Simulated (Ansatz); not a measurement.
# What PtC (model cell, started as rocksalt type) distorts into

Wanted: the energy along a soft mode of PtC (model cell, started as rocksalt type) and the structure at the end.

Program: Ansatz 0.2.0. Level of theory: DFT PBEsol, scalar-relativistic, plane waves, PAW. Results are calculated unless marked as measured.

This is a report of a sequence of runs, with most program output left out.

The structure was built from a prototype and need not be the compound's stable phase.

### 1. Starting point

It takes space group Fm-3m (No. 225, cubic). Conventional cell: a = 4.417 Å, b = 4.417 Å, c = 4.417 Å, α = 90.00°, β = 90.00°, γ = 90.00°. Nearest to Pt lie 6 C at 2.21 Å. C has 6 Pt at 2.21 Å nearest. Farther neighbours are not listed.

### 2. Phonons on a q mesh

The cell comes from relaxations at this level that are not shown. Stability and thermal properties need the whole zone. Linear response on a 4×4×4 q mesh gives force constants as far as a supercell of that size would.

File input.yaml:

```yaml
crystal:
  lattice:
    - [0.0, 2.2083183167, 2.2083183167]
    - [2.2083183167, 0.0, 2.2083183167]
    - [2.2083183167, 2.2083183167, 0.0]
  atoms:
    - { symbol: Pt, position: [0.0, 0.0, 0.0] }
    - { symbol: C, position: [0.5, 0.5, 0.5] }
kpoints:
  mp_grid: { grid: [16, 16, 16] }
hamiltonian:
  xc: pbesol
scf:
  occupations: { method: methfessel_paxton, width: 0.2 }
output:
  eigenvalues: true
phonons:
  method: dfpt
  qmesh: [4, 4, 4]
  temperatures: { t_max: 1000, t_step: 50 }
  qpath:
    path:
      - [[0.0, 0.0, 0.0], [0.5, 0.0, 0.5], [0.625, 0.25, 0.625]]
      - [[0.375, 0.375, 0.75], [0.0, 0.0, 0.0], [0.5, 0.5, 0.5], [0.5, 0.25, 0.75], [0.5, 0.0, 0.5]]
    npoints: 10
```

Run with:

```sh
> ansatz run input.yaml --threads 4 --pin off --max-ram 7168MiB --backend cpu --events-out ev --progress --plain --runs-dir out
```

Wall time 4.1 min (4 threads of Arm Neoverse V2, shared host); peak memory 3.2 GiB; 16 min of CPU time.

Numbers from this step:

```yaml
volume_per_atom: 10.77 Å³
gap_on_the_k_mesh: 0 eV
sum_rule_residual_before_enforcement: 2.87e-5 eV/Å²
lowest_frequency_on_the_path: -543.7 cm⁻¹
point_group: m-3m
highest_frequency_on_the_path_or_at_a_solved_wavevector: 497.6 cm⁻¹
highest_optical_mode_at_the_zone_centre_no_lo_to_term: -543.7 cm⁻¹
lowest_optical_zone_centre_mode: -543.7 cm⁻¹
lowest_mode_on_the_q_mesh_acoustic_modes_at_gamma_apart: -543.7 cm⁻¹
```

Frequencies (cm⁻¹) solved at each irreducible wavevector; negative means imaginary. Frequencies by wavevector, by row:

```csv
q in reciprocal lattice units,star,mode 1,mode 2,mode 3,mode 4,mode 5,mode 6
0 0 0,1,-543.7,-543.7,-543.7,0,0,0
0 0 0.25,8,-141.9,39.6,39.6,186.2,264.4,264.4
0 0 -0.5,4,100.1,100.1,122.8,430.1,430.1,473.1
0 0.25 0.25,6,-512,-512,31.2,31.2,94.1,407.6
0 0.25 -0.5,24,56.1,77.1,87,240.8,323.6,331.3
0 0.25 -0.25,12,-413.9,66,84.6,93.5,408.8,440.8
0 -0.5 -0.5,3,-478.7,-478.7,-409.8,-52.6,-52.6,194.6
0.25 -0.5 -0.25,6,-427,-427,42.9,79.3,79.3,416.7
```

Interpolated from a 4×4×4 q mesh. The phonon branches at the labelled points (cm⁻¹):

| point | branch 1 | branch 2 | branch 3 | branch 4 | branch 5 | branch 6 |
| --- | --- | --- | --- | --- | --- | --- |
| Γ | -544 | -544 | -544 | 0 | 0 | 0 |
| halfway | -512 | -512 | 31 | 31 | 94 | 408 |
| X | -479 | -479 | -410 | -53 | -53 | 195 |
| halfway | -383 | -374 | -350 | -8 | 14 | 176 |
| U | -325 | -90 | -77 | 121 | 193 | 287 |
| jump to K | -325 | -90 | -77 | 121 | 193 | 287 |
| halfway | -424 | 65 | 68 | 85 | 365 | 368 |
| Γ | -544 | -544 | -544 | 0 | 0 | 0 |
| halfway | -142 | 40 | 40 | 186 | 264 | 264 |
| L | 100 | 100 | 123 | 430 | 430 | 473 |
| halfway | 70 | 83 | 101 | 268 | 280 | 498 |
| W | -427 | -427 | 43 | 79 | 79 | 417 |
| halfway | -422 | -376 | -118 | 34 | 130 | 153 |
| X | -479 | -479 | -410 | -53 | -53 | 195 |

Symmetry leaves 8 wavevectors to solve. The lowest mode among them, the acoustic zeros apart, lies at Γ and is imaginary, 543.7i cm⁻¹, so the energy falls along it.

### 3. The mode frozen in, largest atomic shift 0 Å

The mode followed lies at q = (0, 0.25, 0.25) with frequency 512.0i cm⁻¹ and is 2-fold degenerate, one of the unstable modes though not the softest. At small amplitude the distorted cell has space group no. 92 by a symmetry search on the positions. The undistorted cell that holds it gives the zero of energy on the same k mesh.

System of this step: PtC (model cell, started as rocksalt type). The structure is cubic, space group Fm-3m (No. 225). The conventional cell has a = 4.417 Å, b = 4.417 Å, c = 4.417 Å, α = 90.00°, β = 90.00°, γ = 90.00°. Nearest to Pt lie 6 C at 2.21 Å. Nearest to C lie 6 Pt at 2.21 Å. Farther neighbours are not listed.

File input.yaml:

```yaml
crystal:
  lattice:
    - [0.0, -2.2083183167, -2.2083183167]
    - [0.0, 2.2083183167, -2.2083183167]
    - [8.833273267, 0.0, 0.0]
  atoms:
    - { symbol: Pt, position: [0.5, 0.5, 0.75] }
    - { symbol: Pt, position: [0.5, 0.5, 0.25] }
    - { symbol: Pt, position: [0.0, 0.0, 0.5] }
    - { symbol: Pt, position: [0.0, 0.0, 0.0] }
    - { symbol: C, position: [0.5, 0.5, 0.0] }
    - { symbol: C, position: [0.5, 0.5, 0.5] }
    - { symbol: C, position: [0.0, 0.0, 0.75] }
    - { symbol: C, position: [0.0, 0.0, 0.25] }
kpoints:
  mp_grid: { grid: [12, 12, 4] }
hamiltonian:
  xc: pbesol
scf:
  occupations: { method: methfessel_paxton, width: 0.2 }
output:
  forces: true
  stress: true
  eigenvalues: true
```

Run time: 3.3 s. Hardware: 4 threads; peak memory 0.56 GiB; 12 s of CPU time.

Numbers from this step:

```yaml
pressure: -0.1671 GPa
energy_from_the_undistorted_cell: 0 meV/atom
```

The run ends at a pressure of -0.17 GPa.

### 4. The mode frozen in, largest atomic shift 0.22 Å

The atoms are moved along the unstable eigenvector, the largest shift by 0.22 Å, with the cell fixed.

input.yaml, the sections that differ from step 3:

```yaml
crystal:
  lattice:
    - [0.0, -2.2083183167, -2.2083183167]
    - [0.0, 2.2083183167, -2.2083183167]
    - [8.833273267, 0.0, 0.0]
  atoms:
    - { symbol: Pt, position: [0.5026440037, 0.5026440037, 0.75] }
    - { symbol: Pt, position: [0.4973559963, 0.4973559963, 0.25] }
    - { symbol: Pt, position: [0.0026440037, -0.0026440037, 0.5] }
    - { symbol: Pt, position: [-0.0026440037, 0.0026440037, 0.0] }
    - { symbol: C, position: [0.5498116595, 0.4501883405, 0.0] }
    - { symbol: C, position: [0.4501883405, 0.5498116595, 0.5] }
    - { symbol: C, position: [-0.0498116595, -0.0498116595, 0.75] }
    - { symbol: C, position: [0.0498116595, 0.0498116595, 0.25] }
# kpoints, hamiltonian, scf, output: as in step 3
```

It took 5.7 s on 4 threads; peak memory 0.54 GiB.

This step gave:

```
pressure                         : 5.541 GPa
energy from the undistorted cell : -48.47 meV/atom
```

The energy, extrapolated to zero smearing, is -48.47 meV/atom against the undistorted cell.

The run ends at a pressure of 5.54 GPa, with forces up to 0.38 eV/Å.

### 5. Energy along the mode, all amplitudes (two of the runs are shown above)

An imaginary frequency means negative curvature, so the energy should fall and then rise again as anharmonic terms take over.

Numbers from this step:

```
depth at the lowest point sampled  : 48.47 meV/atom
largest atomic shift at that point : 0.22 Å
```

Energy from the parent against largest atomic shift:

| largest atomic shift (Å) | energy from the parent (meV/atom) |
| --- | --- |
| 0.000 | 0 |
| 0.040 | -5.17 |
| 0.080 | -18.2 |
| 0.140 | -40.0 |
| 0.220 | -48.5 |
| 0.320 | 18.5 |

Displacement at unit largest shift by atom:

| atom | x (Å) | y (Å) | z (Å) | size |
| --- | --- | --- | --- | --- |
| Pt1 | 0.00 | 0.00 | -0.05 | 0.05 |
| Pt2 | 0.00 | 0.00 | 0.05 | 0.05 |
| Pt3 | 0.00 | -0.05 | 0.00 | 0.05 |
| Pt4 | 0.00 | 0.05 | 0.00 | 0.05 |
| C5 | 0.00 | -1.00 | 0.00 | 1.00 |
| C6 | 0.00 | 1.00 | 0.00 | 1.00 |
| C7 | 0.00 | 0.00 | 1.00 | 1.00 |
| C8 | 0.00 | 0.00 | -1.00 | 1.00 |

The lowest of the steps tried is at 0.22 Å, 48.5 meV/atom below the parent; the bottom of the well need not coincide with a step.

### 6. Relaxing from the distorted cell

Starting from the lowest point found, all atoms and the cell are let go, so that strain and other modes of the same symmetry can join in.

Changes to input.yaml since step 4:

```diff
@@ -24 +24,6 @@
   eigenvalues: true
+relax:
+  adjacent_minimum: "off"
+  f_tol: 0.002
+  max_steps: 120
+  cell: { stress_tol: 0.03 }
```

It took 2.7 min on 4 threads; peak memory 0.61 GiB; 11 min of CPU time.

Relaxation path:

| step | energy less that of the first step (eV) | largest force component (eV/Å) | pressure (GPa) | volume (Å³) |
| --- | --- | --- | --- | --- |
| 1 | 0.0000 | 0.3810 | 5.54 | 86.15 |
| 2 | -0.0702 | 0.1079 | -1.08 | 88.06 |
| 3 | -0.1348 | 0.0910 | -2.58 | 88.55 |
| 4 | -0.2346 | 0.3119 | 0.39 | 89.03 |
| 5 | -0.2600 | 0.1077 | -0.04 | 89.93 |
| 6 | -0.2770 | 0.1415 | 0.70 | 91.03 |
| 7 | -0.3300 | 0.2792 | -0.29 | 93.05 |
| 8 | -0.2541 | 0.2210 | -2.37 | 94.10 |
| 9 | -0.2705 | 0.5052 | 2.43 | 93.30 |
| 10 | -0.3469 | 0.0064 | 0.43 | 92.59 |
| 11 | -0.3469 | 0.0256 | -0.46 | 93.07 |
| 12 | -0.3476 | 0.0025 | 0.01 | 92.92 |
| 13 | -0.3476 | 0.0001 | 0.00 | 92.92 |
| 14* | -0.4487 | 0.0081 | 1.50 | 92.92 |
| 15 | -0.4829 | 0.0114 | 1.02 | 94.05 |
| 16 | -0.4537 | 0.2911 | -4.73 | 97.01 |
| 17 | -0.4878 | 0.0158 | 0.07 | 95.01 |
| 18 | -0.4880 | 0.0029 | 0.00 | 95.06 |
| 19 | -0.4880 | 0.0003 | 0.00 | 95.06 |
| 20* | -0.4930 | 0.0009 | 0.01 | 95.06 |
| 21 | -0.4931 | 0.0006 | 0.01 | 95.12 |
| 22* | -0.4931 | 0.0006 | 0.01 | 95.12 |

Relaxation steps marked * repeat the geometry before them on a plane-wave basis chosen anew for their cell, so energy and pressure can jump there. Relaxation steps 8, 9, 16 were tried and not accepted.

The run keeps the 8 symmetry operations that it works with, so distortions that break them were not tested.

| cell as run | before | after | change |
| --- | --- | --- | --- |
| a (Å) | 3.123 | 3.632 | +16.3 % |
| b (Å) | 3.123 | 3.632 | +16.3 % |
| c (Å) | 8.833 | 7.211 | -18.4 % |
| volume (Å³/atom) | 10.77 | 11.89 | +10.4 % |

The atoms that moved most (Å, as changes of fractional coordinates times the final cell):

```
atom     dx      dy      dz  length
  C8  0.000   0.000  -0.607   0.607
  C6  0.000   0.607   0.000   0.607
  C7  0.000   0.000   0.607   0.607
  C5  0.000  -0.607   0.000   0.607
 Pt1  0.000   0.000   0.331   0.331
 Pt2  0.000   0.000  -0.331   0.331
 Pt3  0.000   0.331   0.000   0.331
 Pt4  0.000  -0.331   0.000   0.331
```

Final coordinates:

```cif
data_structure
_symmetry_space_group_name_H-M 'P 1'
_symmetry_Int_Tables_number 1
_cell_length_a 3.6319
_cell_length_b 3.6319
_cell_length_c 7.2112
_cell_angle_alpha 90.000
_cell_angle_beta 90.000
_cell_angle_gamma 90.000
_cell_volume 95.12
loop_
_atom_site_label
_atom_site_type_symbol
_atom_site_fract_x
_atom_site_fract_y
_atom_site_fract_z
_atom_site_occupancy
Pt1 Pt 0.43827 0.43827 0.75000 1
Pt2 Pt 0.56173 0.56173 0.25000 1
Pt3 Pt 0.93827 0.06173 0.50000 1
Pt4 Pt 0.06173 0.93827 0.00000 1
C5 C 0.66805 0.33195 0.00000 1
C6 C 0.33195 0.66805 0.50000 1
C7 C 0.83195 0.83195 0.75000 1
C8 C 0.16805 0.16805 0.25000 1
```

This step gave:

* pressure: 0.007063 GPa
* volume per atom: 11.89 Å³

The distorted start has space group P4_12_12; the relaxation ends in P4_12_12.

### 7. The new phase in its own primitive cell

The relaxed structure is symmetrised, reduced to its primitive cell and relaxed tightly, as its phonons need.

File input.yaml:

```yaml
crystal:
  lattice:
    - [3.6319411425, 0.0, 0.0]
    - [0.0, 3.6319411425, 0.0]
    - [0.0, 0.0, 7.2112420101]
  atoms:
    - { symbol: Pt, position: [0.4382677243, 0.4382677243, 0.5] }
    - { symbol: Pt, position: [0.5617322757, 0.5617322757, 0.0] }
    - { symbol: Pt, position: [0.9382677243, 0.0617322757, 0.25] }
    - { symbol: Pt, position: [0.0617322757, 0.9382677243, 0.75] }
    - { symbol: C, position: [0.6680512509, 0.3319487491, 0.75] }
    - { symbol: C, position: [0.3319487491, 0.6680512509, 0.25] }
    - { symbol: C, position: [0.8319487491, 0.8319487491, 0.5] }
    - { symbol: C, position: [0.1680512509, 0.1680512509, 0.0] }
kpoints:
  mp_grid: { grid: [10, 10, 6] }
hamiltonian:
  xc: pbesol
scf:
  occupations: { method: methfessel_paxton, width: 0.2 }
output:
  forces: true
  stress: true
  eigenvalues: true
relax:
  adjacent_minimum: "off"
  f_tol: 0.001
  max_steps: 60
  cell: { stress_tol: 0.01 }
```

Run time: 66 s. Hardware: 4 threads; peak memory 0.61 GiB.

The steps of the relaxation:

| step | energy less that of the first step (eV) | largest force component (eV/Å) | pressure (GPa) | volume (Å³) |
| --- | --- | --- | --- | --- |
| 1 | 0.0000 | 0.0090 | 0.00 | 95.12 |
| 2 | -0.0003 | 0.0057 | 0.04 | 95.06 |
| 3 | -0.0003 | 0.0068 | -0.06 | 95.12 |
| 4 | -0.0003 | 0.0007 | 0.03 | 95.13 |
| 5 | -0.0003 | 0.0002 | -0.01 | 95.15 |
| 6 | -0.0003 | 0.0000 | 0.00 | 95.15 |
| 7* | -0.0002 | 0.0000 | 0.00 | 95.15 |
| 8 | -0.0003 | 0.0003 | 0.00 | 95.14 |
| 9* | -0.0002 | 0.0003 | 0.00 | 95.14 |

Relaxation steps marked * repeat the geometry before them on a plane-wave basis chosen anew for their cell, so energy and pressure can jump there.

Forces are held to the 8 operations that the run works with; a distortion that breaks them can't arise in this run.

| conventional cell, symmetrised | before | after | change |
| --- | --- | --- | --- |
| a (Å) | 3.632 | 3.637 | +0.1 % |
| b (Å) | 3.632 | 3.637 | +0.1 % |
| c (Å) | 7.211 | 7.192 | -0.3 % |
| volume (Å³/atom) | 11.89 | 11.89 | +0.0 % |

This step gave:

```
pressure : -2.66e-4 GPa
```

The largest force component left is 0.28 meV/Å and the pressure is 0.000 GPa, within the tolerances set. The cell now holds 11.89 Å³/atom.

### 8. Modes of the new phase, k-mesh 10×10×6

A relaxed structure may still be a saddle point, so its zone-centre modes are computed. No field response is asked, since the mesh shows no gap.

File input.yaml:

```yaml
crystal:
  lattice:
    - [3.6369555227, 0.0, 0.0]
    - [0.0, 3.6369555227, 0.0]
    - [0.0, 0.0, 7.1924713697]
  atoms:
    - { symbol: Pt, position: [0.4375582468, 0.4375582468, 0.5] }
    - { symbol: Pt, position: [0.5624417532, 0.5624417532, 0.0] }
    - { symbol: Pt, position: [0.9375582468, 0.0624417532, 0.25] }
    - { symbol: Pt, position: [0.0624417532, 0.9375582468, 0.75] }
    - { symbol: C, position: [0.6694213536, 0.3305786464, 0.75] }
    - { symbol: C, position: [0.3305786464, 0.6694213536, 0.25] }
    - { symbol: C, position: [0.8305786464, 0.8305786464, 0.5] }
    - { symbol: C, position: [0.1694213536, 0.1694213536, 0.0] }
kpoints:
  mp_grid: { grid: [10, 10, 6] }
hamiltonian:
  xc: pbesol
scf:
  occupations: { method: methfessel_paxton, width: 0.2 }
output:
  eigenvalues: true
phonons:
  method: dfpt
```

Wall time 3.6 min (4 threads); peak memory 4.1 GiB.

Numbers from this step:

```yaml
sum_rule_residual_before_enforcement: 1.78e-5 eV/Å²
point_group: 422
highest_optical_mode_at_the_zone_centre_no_lo_to_term: 714.5 cm⁻¹
lowest_optical_zone_centre_mode: -260.1 cm⁻¹
```

Patterns of degenerate modes are one choice out of their space. The modes at Γ (shares of kinetic energy by element, %) (negative means imaginary):

```csv
mode,frequency (cm⁻¹),symmetry,Pt %,C %
1,-260.1,B1,16,84
2,-143.1,A2,8,92
3,-55.4,B2,97,3
4,0.0,acoustic,94,6
5,0.0,acoustic,94,6
6,0.0,acoustic,94,6
7,54.9,B1,98,2
8,60.1,E,53,47
9,60.1,E,53,47
10,103.3,A2,92,8
11,130.0,A1,98,2
12,134.1,E,93,7
13,134.1,E,93,7
14,153.8,B1,81,19
15,188.4,E,57,43
16,188.4,E,57,43
17,554.7,A1,2,98
18,583.1,E,3,97
19,583.1,E,3,97
20,594.6,A2,6,94
21,628.8,B2,3,97
22,630.2,B1,4,96
23,714.5,E,0,100
24,714.5,E,0,100
```

Displacements in mode 1 (-260.1 cm⁻¹), the largest set to 1:
```
Pt1 -0.08  0.08 -0.11
Pt2  0.08 -0.08 -0.11
Pt3 -0.08 -0.08  0.11
Pt4  0.08  0.08  0.11
C5  -1.00 -1.00 -0.06
C6   1.00  1.00 -0.06
C7   1.00 -1.00  0.06
C8  -1.00  1.00  0.06
```

Displacements in mode 9 (60.1 cm⁻¹), the largest set to 1:
```
Pt1  0.25 -0.17  0.04
Pt2  0.25 -0.17 -0.04
Pt3 -0.20  0.09  0.01
Pt4 -0.20  0.09 -0.01
C5   0.21  0.29 -0.02
C6   0.21  0.29  0.02
C7  -0.98  1.00  0.06
C8  -0.98  1.00 -0.06
```

Before it was imposed, the acoustic sum rule was missed by 1.8e-5 eV/Å². Small misses are needed for a sound result but don't prove that mesh and cutoff are converged. The lowest optical mode is imaginary, 260.1i cm⁻¹, so the energy falls along it.

### 9. Outcome

| Property | Result |
| --- | --- |
| unstable mode of the parent | q = (0, 0.25, 0.25), 512i cm⁻¹ |
| depth at the lowest point sampled | 48.5 meV/atom |
| largest atomic shift at that point | 0.22 Å |
| space group reached (within 0.01 Å) | P4_12_12 |
| energy gained over the parent (first relaxation, on the mesh of the frozen mode) | 110 meV/atom |
| volume per atom, phase reached | 11.9 Å³ |
| lowest optical zone-centre mode, phase reached | -260 cm⁻¹ |
| highest optical mode at the zone centre (no LO-TO term), phase reached | 715 cm⁻¹ |

Along this mode the structure falls into P4_12_12, 110 meV/atom below the parent. At the parent's cell the well is 48.47 meV/atom deep on the steps tried, with its lowest point at a shift of 0.22 Å. Relaxing atoms and cell changes the gain by +61.46 meV/atom against the lowest step (energies at zero smearing). The new phase still has an imaginary mode at the zone centre of its cell, so it is a saddle point on the way to a lower structure. Of the 6 patterns followed to their end from this parent, this one ends 417 meV/atom above the lowest, F-43m. Each path keeps the symmetry of its pattern, so a lower phase may lie along a pattern not tried. With no gap, or one that is small against the smearing, the frequencies hang on the k mesh and the smearing, most of all near Kohn anomalies. Spin-orbit coupling is left out, which can matter for the heavy elements here. The starting cell was built on a prototype and not taken from a measurement, so the phase need not exist.

[Logs are printed without paths, hosts, clocks, repeated set-up lines and the standing remarks that a program may print on its own settings, such as how far it seeks lower states.]

[Hosts, paths, dates, database ids (printed as entryN), source tags and the programs' standing remarks are cut or masked in the printed files.]
